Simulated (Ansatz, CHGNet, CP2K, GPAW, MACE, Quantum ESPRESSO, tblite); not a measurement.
# Codes compared on generalised stacking fault on (111) (glide set) of a Ge-Sn solid solution (48 atoms)

How near do other programs and methods come to a plane-wave reference for generalised stacking fault on (111) (glide set) of a Ge-Sn solid solution (48 atoms)? A plane-wave run serves as the reference.

Program: Quantum ESPRESSO 7.5. Level of theory: Kohn-Sham DFT, PBE, SSSP efficiency 1.3.0 pseudopotentials, plane waves. Results are calculated unless marked as measured.

## (1) Set-up

The cell holds 48 atoms: 34 Ge and 14 Sn. Its edges and angles: a = 8.334 Å, b = 7.218 Å, c = 20.867 Å, α = 90.0°, β = 79.5°, γ = 90.0°. Diamond-structure Ge lattice (a = 5.8932 Å, the value set for the mixture), cell with z along [111], 2 x 1 x 2 periods; the third cell vector is tilted by 0.917 of 1/2[1-10] and lengthened by 0.1 Å, so the cell holds one fault (glide set); displaced by a Gaussian of 0.01 Å; 14 of 48 Ge sites given to Sn at random (lattice constant by Vegard's rule between Ge and Sn). Then every atom was moved at random, 0.05 Å r.m.s. a Cartesian component. The structure's axis is c.

## (2) The reference run

Contents of pw.in:

```
&control
  calculation = 'scf'
  pseudo_dir = './pseudo'
  outdir = './tmp'
  disk_io = 'none'
  tprnfor = .true.
  tstress = .true.
/
&system
  ibrav = 0
  nat = 48
  ntyp = 2
  ecutwfc = 45
  ecutrho = 360
  nosym = .true.
  occupations = 'smearing'
  smearing = 'fd'
  degauss = 0.003675
/
&electrons
  conv_thr = 2.4e-07
  electron_maxstep = 100
  mixing_beta = 0.2
  mixing_mode = 'local-TF'
  diagonalization = 'david'
/
ATOMIC_SPECIES
Ge 72.630 Ge.upf
Sn 118.710 Sn.upf
CELL_PARAMETERS angstrom
8.33424 0.00000 0.00000
0.00000 7.21767 0.00000
3.81983 0.00000 20.51464
ATOMIC_POSITIONS crystal
Ge 0.74516 0.49568 0.01917
Sn 0.68864 0.48956 0.14284
Sn 0.67192 0.83871 0.18770
Ge 0.60477 0.82498 0.31330
Sn 0.24204 0.49509 0.01690
Ge 0.19276 0.49865 0.14339
Ge 0.15668 0.81722 0.18958
Ge 0.09730 0.83135 0.31063
Ge 0.49437 0.00459 0.01914
Ge 0.44425 0.99305 0.14469
Sn 0.41269 0.34055 0.19298
Ge 0.36047 0.34141 0.31162
[... 32 atom lines left out ...]
Sn 0.61222 0.66479 0.84978
Ge 0.55324 0.67158 0.97503
Ge 0.85299 0.16767 0.84989
Ge 0.80666 0.16711 0.97503
K_POINTS gamma
```

Command:

```sh
OMP_NUM_THREADS=1 mpirun -np 4 pw.x -in pw.in > output.txt
```

What it wrote:

```text
Program PWSCF
     gamma-point specific algorithms are used
     one sub-group per band group will be used
     scalapack distributed-memory algorithm (size of sub-group:  2*  2 procs)
     Parallelization info
     sticks:   dense  smooth     PW     G-vecs:    dense   smooth      PW
     Min        1537     772    191               240113    84918   10615
     Max        1540     773    194               240132    84925   10620
     Sum        6153    3089    773               960473   339687   42473
     bravais-lattice index     =            0
     lattice parameter (alat)  =      15.7494  a.u.
     unit-cell volume          =    8327.6704 (a.u.)^3
     number of atoms/cell      =           48
     number of atomic types    =            2
     number of electrons       =       672.00
[... lines left out ...]
     scf convergence threshold =      2.4E-07
[... lines left out ...]
     number of k points=     1  Fermi-Dirac smearing, width (Ry)=  0.0037
[... lines left out ...]
     total energy              =   -9561.46189862 Ry
[... lines left out ...]
     total energy              =   -9532.41728145 Ry
[... lines left out ...]
     total energy              =   -9547.77514097 Ry
[... lines left out ...]
     total energy              =   -9547.74971212 Ry
[... lines left out ...]
     total energy              =   -9547.74971225 Ry
[... lines left out ...]
          k = 0.0000 0.0000 0.0000 ( 21237 PWs)   bands (ev):
   -16.6266 -16.5511 -16.5398 -16.5371 -16.5217 -16.5124 -16.5049 -16.5006
   -16.4861 -16.4783 -16.4670 -16.4648 -16.4633 -16.4558 -16.4487 -16.4389
   -16.4312 -16.4195 -16.4191 -16.4030 -16.4024 -16.3984 -16.3793 -16.3709
[...]
12.2099  12.2615  12.3680  12.4082  12.4558  12.5375  12.5711  12.6227
    12.6474  12.7371  12.9173  12.9792  13.0206  13.0655  13.1435  13.1623
    13.2311  13.2524  13.2843
     the Fermi energy is     8.4153 ev
!    total energy              =   -9547.74971263 Ry
     estimated scf accuracy    <       0.00000003 Ry
     smearing contrib. (-TS)   =      -0.01787603 Ry
     internal energy E=F+TS    =   -9547.73183660 Ry
     The total energy is F=E-TS. E is the sum of the following terms:
     one-electron contribution =   -5873.78767657 Ry
     hartree contribution      =    3506.06166008 Ry
     xc contribution           =   -2649.48229766 Ry
     ewald contribution        =   -4530.52352245 Ry
     convergence has been achieved in  15 iterations
     Forces acting on atoms (cartesian axes, Ry/au):
     atom    1 type  1   force =     0.05195470   -0.02576818   -0.01736170
     atom    2 type  2   force =     0.04337404    0.01747796   -0.03876594
     atom    3 type  2   force =    -0.06656913   -0.03723204    0.05707633
[...]
atom   47 type  1   force =     0.00272701   -0.02246169    0.01224404
     atom   48 type  1   force =    -0.07667131    0.03346011   -0.04179090
     Total force =     0.549236     Total SCF correction =     0.000906
     Computing stress (Cartesian axis) and pressure
          total   stress  (Ry/bohr**3)                   (kbar)     P=       83.23
   0.00108612  -0.00011439   0.00008728          159.77      -16.83       12.84
  -0.00011439   0.00020649  -0.00010150          -16.83       30.38      -14.93
   0.00008728  -0.00010150   0.00040480           12.84      -14.93       59.55
     Message from routine punch:
     Nothing written, as per user request (disk_io='none')
```

It took 2.2 min on 4 MPI ranks of Arm Neoverse V2, shared host; peak memory 2.9 GiB; 8.6 min of CPU time.

Banners, paths, timers and routine set-up lines are dropped from the logs unmarked, and long logs keep their key lines alone; longer cuts are marked.

Numbers from this run:

- r.m.s. force component: 1.177 eV/Å
- longest force: 5.194 eV/Å
- pressure: 8.323 GPa

## (3) What was run beside it

The programs:
- CHGNet: machine-learned potential, published weights.
- CP2K 2026.2: Gaussian basis with GTH pseudopotentials and a plane-wave density; labels give functional, basis (MOLOPT sets; SR short-range, UZH the newer set with its own potentials), grid cutoff/relative cutoff and solver (OT: orbital transformation; TRS4, TC2, SIGN: linear-scaling purification with its sparsity filter), or its built-in tight binding.
- GPAW 26.7.0: PAW with atomic orbitals (LCAO), plane waves or a real-space grid of spacing h.
- MACE: machine-learned potential, published weights.
- Quantum ESPRESSO 7.5: plane waves; labels (QE) give functional, pseudopotential set and cutoffs of waves/density.
- tblite 0.8.0: extended tight binding, driven from Python.

All use the same cell and atoms; the electronic-structure runs use the same k-mesh, and an electronic temperature of 580 K (0.05 eV) where levels are smeared.

Differences are against the plane-wave reference, forces as r.m.s. over components; share is that over the reference's r.m.s. force, slope the least-squares factor from reference forces to these. Total energies of different programs have different zeros and aren't compared.

| run | Δ force, r.m.s. (meV/Å) | share (%) | slope | Δ pressure (GPa) | cores | CPU time | memory (GiB) |
| --- | --- | --- | --- | --- | --- | --- | --- |
| reference | - | - | - | - | 4 | 8.6 min | 2.9 |
| CHGNet r2SCAN potential | 599 | 50.9 | 0.544 | -5.10 | 1 | 2.6 s | 0.54 |
| CP2K PBE+D3, DZVP-MOLOPT-SR, 350/50 Ry, diagonalisation | 75.1 | 6.38 | 0.946 | 0.0031 | 2 | 2.3 min | 1.8 |
| CP2K PBE, DZVP-MOLOPT-SR, 244/50 Ry, diagonalisation (coarse) | 60.9 | 5.17 | 0.959 | 0.609 | 2 | 2.2 min | 1.2 |
| CP2K PBE, DZVP-MOLOPT-SR, 350/20 Ry, diagonalisation (coarse) | 66.0 | 5.61 | 0.957 | 0.643 | 2 | 1.8 min | 1.7 |
| CP2K PBE, DZVP-MOLOPT-SR, 350/50 Ry, diagonalisation | 60.9 | 5.17 | 0.959 | 0.609 | 2 | 2.3 min | 1.7 |
| CP2K PBE, DZVP-MOLOPT-SR, 489/50 Ry, diagonalisation | 60.9 | 5.17 | 0.959 | 0.609 | 2 | 3.4 min | 2.9 |
| CP2K PBE, DZVP-UZH, 350/50 Ry, diagonalisation | 56.5 | 4.80 | 0.963 | 0.377 | 2 | 2.2 min | 1.7 |
| CP2K PBE, TZV2P-MOLOPT (SR for Ge, Sn), 350/50 Ry, diagonalisation | 61.1 | 5.19 | 0.958 | 0.310 | 4 | 3.3 min | 3.6 |
| CP2K revPBE, PBE potentials, DZVP-MOLOPT-SR, 350/50 Ry, diagonalisation | 62.4 | 5.30 | 0.960 | 0.83 | 2 | 2.3 min | 1.7 |
| GPAW PBE, LCAO dzp, h 0.15 Å | 72.4 | 6.15 | 1.045 | - | 1 | 4.6 min | 2.7 |
| GPAW PBE, LCAO dzp, h 0.2 Å | 72.2 | 6.13 | 1.045 | - | 1 | 2.1 min | 1.2 |
| GPAW PBE, LCAO szp(dzp), h 0.2 Å (coarse) | 169 | 14.4 | 1.120 | - | 1 | 2 min | 1.1 |
| GPAW PBE, plane waves 550 eV | 27.2 | 2.31 | 0.996 | 0.0333 | 2 | 6.1 min | 1.5 |
| MACE MP-0b2 small potential | 332 | 28.2 | 0.960 | -4.12 | 1 | 5 s | 0.66 |
| MACE MPA-0 medium potential | 319 | 27.1 | 0.968 | -3.49 | 1 | 5.6 s | 0.69 |
| QE PBE, dojo-0.4.1-standard, 60/240 Ry (coarse) | 8.62 | 0.733 | 1.006 | -24.2 | 4 | 8.1 min | 1.9 |
| QE PBE, gbrv-1.5, 40/200 Ry | 7.13 | 0.606 | 0.996 | 0.0407 | 4 | 6.2 min | 1.6 |
| tblite GFN1-xTB | 366 | 31.1 | 1.153 | 2.21 | 1 | 3.4 s | 0.11 |

Rows marked coarse were listed beforehand as settings not expected to be converged; some can still land near the reference.

Times of the machine-learned potentials are mostly Python's start and the loading of weights.

CPU time is summed over cores on a shared host, where runs went side by side, so it is rough. Symmetry, cutoffs, thresholds, outputs and thread counts weren't matched or tuned between programs; memory under MPI is the largest rank's times the ranks.

Runs without a result: CP2K GFN1-xTB, diagonalisation (not converged, the SCF not settling).

Mean charges by element (e), by run and scheme:

| run | scheme | Ge | Sn |
| --- | --- | --- | --- |
| CP2K PBE+D3, DZVP-MOLOPT-SR, 350/50 Ry, diagonalisation | Mulliken | -0.03 | +0.06 |
| CP2K PBE+D3, DZVP-MOLOPT-SR, 350/50 Ry, diagonalisation | Hirshfeld | -0.02 | +0.06 |
| CP2K PBE, DZVP-MOLOPT-SR, 244/50 Ry, diagonalisation | Mulliken | -0.03 | +0.06 |
| CP2K PBE, DZVP-MOLOPT-SR, 244/50 Ry, diagonalisation | Hirshfeld | -0.02 | +0.06 |
| CP2K PBE, DZVP-MOLOPT-SR, 350/50 Ry, diagonalisation | Mulliken | -0.03 | +0.06 |
| CP2K PBE, DZVP-MOLOPT-SR, 350/50 Ry, diagonalisation | Hirshfeld | -0.02 | +0.06 |
| CP2K PBE, DZVP-MOLOPT-SR, 489/50 Ry, diagonalisation | Mulliken | -0.03 | +0.06 |
| CP2K PBE, DZVP-MOLOPT-SR, 489/50 Ry, diagonalisation | Hirshfeld | -0.02 | +0.06 |
| CP2K PBE, DZVP-UZH, 350/50 Ry, diagonalisation | Mulliken | -0.06 | +0.14 |
| CP2K PBE, DZVP-UZH, 350/50 Ry, diagonalisation | Hirshfeld | -0.03 | +0.06 |
| CP2K PBE, TZV2P-MOLOPT (SR for Ge, Sn), 350/50 Ry, diagonalisation | Mulliken | -0.24 | +0.58 |
| CP2K PBE, TZV2P-MOLOPT (SR for Ge, Sn), 350/50 Ry, diagonalisation | Hirshfeld | -0.03 | +0.06 |
| CP2K revPBE, PBE potentials, DZVP-MOLOPT-SR, 350/50 Ry, diagonalisation | Mulliken | -0.03 | +0.06 |
| CP2K revPBE, PBE potentials, DZVP-MOLOPT-SR, 350/50 Ry, diagonalisation | Hirshfeld | -0.03 | +0.06 |
| tblite GFN1-xTB | Mulliken | +0.01 | -0.02 |

Within one program, basis, potentials and functional, energies share a zero. Each run against its twin at the usual cutoff or grid and solver:

| run | twin | Δ energy (meV/atom) | Δ force, r.m.s. (meV/Å) | CPU time over the twin's |
| --- | --- | --- | --- | --- |
| CP2K PBE, DZVP-MOLOPT-SR, 244/50 Ry, diagonalisation | DZVP-MOLOPT-SR, 350/50 Ry, diagonalisation | 0.0016 | 0.052 | 0.95 |
| CP2K PBE, DZVP-MOLOPT-SR, 350/20 Ry, diagonalisation | DZVP-MOLOPT-SR, 350/50 Ry, diagonalisation | -1.54 | 16.4 | 0.78 |
| CP2K PBE, DZVP-MOLOPT-SR, 489/50 Ry, diagonalisation | DZVP-MOLOPT-SR, 350/50 Ry, diagonalisation | 2.0e-4 | 0.015 | 1.5 |
| GPAW PBE, LCAO dzp, h 0.15 Å | LCAO dzp, h 0.2 Å | -13.4 | 10.3 | 2.1 |

## (4) Results

```
reference r.m.s. force component                       : 1.18 eV/Å
nearest in forces                                      : QE PBE, gbrv-1.5, 40/200 Ry, 0.61 %
farthest in forces                                     : CHGNet r2SCAN potential, 51 %
cheapest electronic-structure run beside the reference : tblite GFN1-xTB, 3.4 s of CPU time
```

**Reading.** PBE on plane waves or a grid with other potentials, cutoffs or grids, coarse settings apart, differs from the reference by 0.61 % (QE PBE, gbrv-1.5, 40/200 Ry) to 2.3 % (GPAW PBE, plane waves 550 eV) of the r.m.s. force; this holds the reference's own error, so differences of a few per cent don't tell which side is nearer the exact PBE result. The PBE runs in local orbitals, coarse settings apart, differ by 4.8 % (CP2K PBE, DZVP-UZH, 350/50 Ry, diagonalisation) to 6.2 % (GPAW PBE, LCAO dzp, h 0.15 Å); basis, grid and potentials can all enter. Tight binding differs by 31 % (tblite GFN1-xTB); it is another model, with fitted parameters of its own, and the xTB methods hold dispersion. Machine-learned potentials differ by 27 % (MACE MPA-0 medium potential) to 51 % (CHGNet r2SCAN potential); they were trained on other programs' data, some at another functional. Rows with another functional or a dispersion term differ by 5.3 % (CP2K revPBE, PBE potentials, DZVP-MOLOPT-SR, 350/50 Ry, diagonalisation) to 6.4 % (CP2K PBE+D3, DZVP-MOLOPT-SR, 350/50 Ry, diagonalisation), which mixes the change of model with differences of basis and potentials, some of them made for another functional. Runs with settings chosen to be coarse differ by 0.73 % (QE PBE, dojo-0.4.1-standard, 60/240 Ry) to 14 % (GPAW PBE, LCAO szp(dzp), h 0.2 Å), their programs' other errors included. Of the electronic-structure runs that take under half the reference's CPU time, CP2K PBE, DZVP-UZH, 350/50 Ry, diagonalisation comes nearest, at 4.8 % in 2.2 min against 8.6 min. GPAW PBE, LCAO szp(dzp), h 0.2 Å stiffens the forces by a factor of 1.12 while following their directions (correlation 0.997); the slopes of the 4 GPAW runs lie between 1.00 and 1.12. In pressure, QE PBE, dojo-0.4.1-standard, 60/240 Ry misses by -24.2 GPa, at the same functional; a cutoff this low leaves a large Pulay stress. Charges hang on model, scheme and program or settings: among these rows the mean for Sn runs from -0.02 to +0.58 e. In the reference: levels near the Fermi energy are neither full nor empty under the smearing, so no gap is quoted. Periodic xTB results under one method name differ between programs and library versions. The potentials hold different valence shells: 672 electrons in the reference, 192 in CP2K with DZVP-UZH and 332 in GPAW; this bears on time and differences. GPAW's setups keep the filled d shell of Ge in the core. The reference's pressure holds the uncorrected Pulay stress of its 45 Ry basis, so small pressure differences, and their order, may be the reference's own error. Machine-learned potentials mimic data converged in k, so the reference's own k-point error enters their differences. The reference's stress is far from hydrostatic: its diagonal is 16.0, 3.0, 6.0 GPa, compression counted positive. The host structure and its lattice constant were typed by rule, without a check against the phase diagram. The reference's pressure of 8.3 GPa belongs to a cell and atoms that aren't relaxed at this level. The electronic-structure runs sample only Γ, in a cell whose shortest periodic width is 7 Å, which is coarse for a cell with partly filled levels.

[Also dropped from logs without a mark: logging warnings of Python, and SIESTA's first energy breakdown and zero terms.]

[Logs are printed without paths, hosts, clocks, repeated set-up lines and the standing remarks that a program may print on its own settings, such as how far it seeks lower states.]

[Hosts, paths, dates, database ids (printed as entryN), source tags and the programs' standing remarks are cut or masked in the printed files.]
